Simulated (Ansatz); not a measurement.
# Lattice dynamics of HfC (Fm-3m), part 3 of 3

Aim: the vibrations of HfC (Fm-3m), their spectra, and whether the structure is stable.

Ansatz 0.2.0; DFT PBEsol, scalar-relativistic, plane waves, PAW; PAW set soft_1.

So far. Step 3 (Tight relaxation): The forces vanish by symmetry and the pressure is 0.000 GPa, within the tolerances set. The cell now holds 12.22 Å³/atom. Step 4 (Zone-centre response): Before it was imposed, the acoustic sum rule was missed by 1.8e-5 eV/Å². Small misses are needed for a sound result but don't prove that mesh and cutoff are converged. The lowest optical mode is real, 453 cm⁻¹. The relaxed cell has a = 4.607 Å (conventional setting).

The database entry behind the starting cell differs from later determinations by our own check (about 0.2 % long), so it need not match the best structure at ambient conditions.

### Step 5. Phonons on a q mesh (continued)

Second derivatives of the energy by pair, one row for each kind of neighbour of each atom listed. Each entry sums the pair over the periodic images of the supercell that the q mesh stands for, and in a polar crystal it holds the long-range dipole part too. Force constants by pair, by row:

```
atom  neighbour  distance (Å)  third of the trace (eV/Å²)  along the pair's line (eV/Å²)
 Hf1     itself             0                       18.93                              –
 Hf1          C         2.304                      -1.485                          -1.75
 Hf1         Hf         3.258                     -0.7757                         -3.211
 Hf1          C          3.99                     -0.1349                        -0.2767
 Hf1         Hf         4.607                     -0.3958                         -1.221
 Hf1          C         5.151                       0.088                         0.3137
 Hf1         Hf         5.643                      0.0629                         0.1468
 Hf1         Hf         6.516                      0.0023                        -0.2068
 Hf1          C         6.911                      -0.029                        -0.0406
  C2     itself             0                       14.47                              –
  C2         Hf         2.304                      -1.485                          -1.75
  C2          C         3.258                     -0.2825                         -1.124
  C2         Hf          3.99                     -0.1349                        -0.2767
  C2          C         4.607                      -0.418                         -1.188
  C2         Hf         5.151                       0.088                         0.3137
  C2          C         5.643                      0.0252                         0.0315
  C2          C         6.516                     -0.0853                          -0.37
  C2         Hf         6.911                      -0.029                        -0.0406
```

Harmonic thermodynamic functions per atom, from the density of states. Interpolated from a 4×4×4 q mesh. Thermodynamic functions, by row:

```
T (K)  F_vib (meV/atom)  S (J/mol-atom/K)  C_V (J/mol-atom/K)
    0             68.01                 0                   0
   50             67.89             1.032               3.059
  100             66.38             4.972               8.406
  200             57.03             12.89               14.77
  300             40.04             19.71               18.77
  400             16.56             25.44               20.98
  500            -12.39             30.27               22.24
  600            -45.95              34.4               22.99
  700            -83.51             37.98               23.48
  800            -124.5             41.14                23.8
  900            -168.7             43.96               24.03
 1000            -215.6              46.5                24.2
```

Harmonic mean-square displacement, third of the trace. Interpolated from a 4×4×4 q mesh. Mean square displacements, by row:

```
T (K)  Hf1 U_eq (Å²)  C2 U_eq (Å²)
    0        6.30e-4       0.00255
  100        8.50e-4       0.00263
  300        0.00201       0.00327
  600        0.00391       0.00507
```

Symmetry leaves 8 wavevectors to solve. The lowest mode among them, the acoustic zeros apart, lies at q = (0, 0, 0.25) and is real, 104 cm⁻¹.

### Step 6. Isotope substitution, element C, natural mass 12.011 amu

An isotope changes the mass and not the force constants, so no new electronic calculation is needed; the shifts show which modes move this element.

The same force constants with the mass of C changed from 12.011 to 13.003 u (phonopy, no LO-TO term). Both lists are sorted by frequency; levels can cross, so a row need not hold one and the same mode. Modes under 3 cm⁻¹ are left out. Isotope shifts, by row:

```
          q  rank  natural mass (cm⁻¹)  changed mass (cm⁻¹)
      0 0 0     4                452.6                436.1
      0 0 0     5                452.6                436.1
      0 0 0     6                452.6                436.1
   0 0 0.25     1                  104                103.9
   0 0 0.25     2                  104                103.9
   0 0 0.25     3                167.8                167.7
   0 0 0.25     4                504.4                485.2
   0 0 0.25     5                504.4                485.2
   0 0 0.25     6                620.2                596.5
   0 0 -0.5     1                137.5                137.5
   0 0 -0.5     2                137.5                137.5
   0 0 -0.5     3                242.6                242.6
   0 0 -0.5     4                559.5                537.8
   0 0 -0.5     5                559.5                537.8
   0 0 -0.5     6                696.6                669.5
0 0.25 0.25     1                112.8                112.7
0 0.25 0.25     2                112.8                112.7
0 0.25 0.25     3                164.6                164.5
0 0.25 0.25     4                478.4                460.2
0 0.25 0.25     5                478.4                460.2
0 0.25 0.25     6                  625                  601
```

A mode of this element alone would shift by -3.89 %. The highest zone-centre frequency without the field goes from 452.6 to 436.1 cm⁻¹ (-3.6 %). The product of the frequency ratios over all optical modes at Γ is 0.895; the product rule, (m/m′)^(3k/2) (M′/M)^(3/2) with k = 1 such atoms and M the mass of the cell, gives 0.895.

### Step 7. Isotope substitution, element Hf, natural mass 178.486 amu

The same for Hf, from 178.49 to 173.94 u.

A mode of this element alone would shift by +1.30 %. The highest zone-centre frequency without the field goes from 452.6 to 452.9 cm⁻¹ (+0.1 %). The product of the frequency ratios over all optical modes at Γ is 1.002; the product rule, (m/m′)^(3k/2) (M′/M)^(3/2) with k = 1 such atoms and M the mass of the cell, gives 1.002.

### Step 8. Results

```json
{"space group after relaxation (within 0.01 Å)": "Fm-3m", "volume per atom": "12.2 Å³", "electronic character": "no gap on this mesh", "highest optical mode at the zone centre (no LO-TO term)": "453 cm⁻¹", "lowest optical zone-centre mode": "453 cm⁻¹", "lowest mode on the q mesh (acoustic modes at Γ apart)": "104 cm⁻¹", "highest frequency on the path or at a solved wavevector": "697 cm⁻¹", "zero-point energy per atom": "68.0 meV", "heat capacity at 300 K": "18.8 J/(mol atoms K)", "vibrational entropy at 300 K": "19.7 J/(mol atoms K)", "Debye temperature (second moment)": "784 K", "imaginary modes on the 4×4×4 q mesh": "none"}
```

**Reading.** The structure is a minimum as far as tested: no mode is imaginary at the 8 irreducible wavevectors of the 4×4×4 mesh, and the softest away from the acoustic zeros lies at 104 cm⁻¹. The optical modes at Γ form one degenerate level at 453 cm⁻¹. The highest mode in this list at Γ, 452.6 cm⁻¹, is mostly motion of C (94 % of the kinetic energy). On the path and the mesh, the widest gap between branches runs from 243 to 453 cm⁻¹. With no gap, or one that is small against the smearing, the frequencies hang on the k mesh and the smearing, most of all near Kohn anomalies. Spin-orbit coupling is left out, which can matter for the heavy elements here. The PAW files were made for PBE and serve the other functionals too. These are harmonic frequencies at zero temperature: anharmonic shifts, linewidths and thermal expansion are left out.

[Logs are printed without paths, hosts, clocks, repeated set-up lines and the standing remarks that a program may print on its own settings, such as how far it seeks lower states.]

[Hosts, paths, dates, database ids (printed as entryN), source tags and the programs' standing remarks are cut or masked in the printed files.]
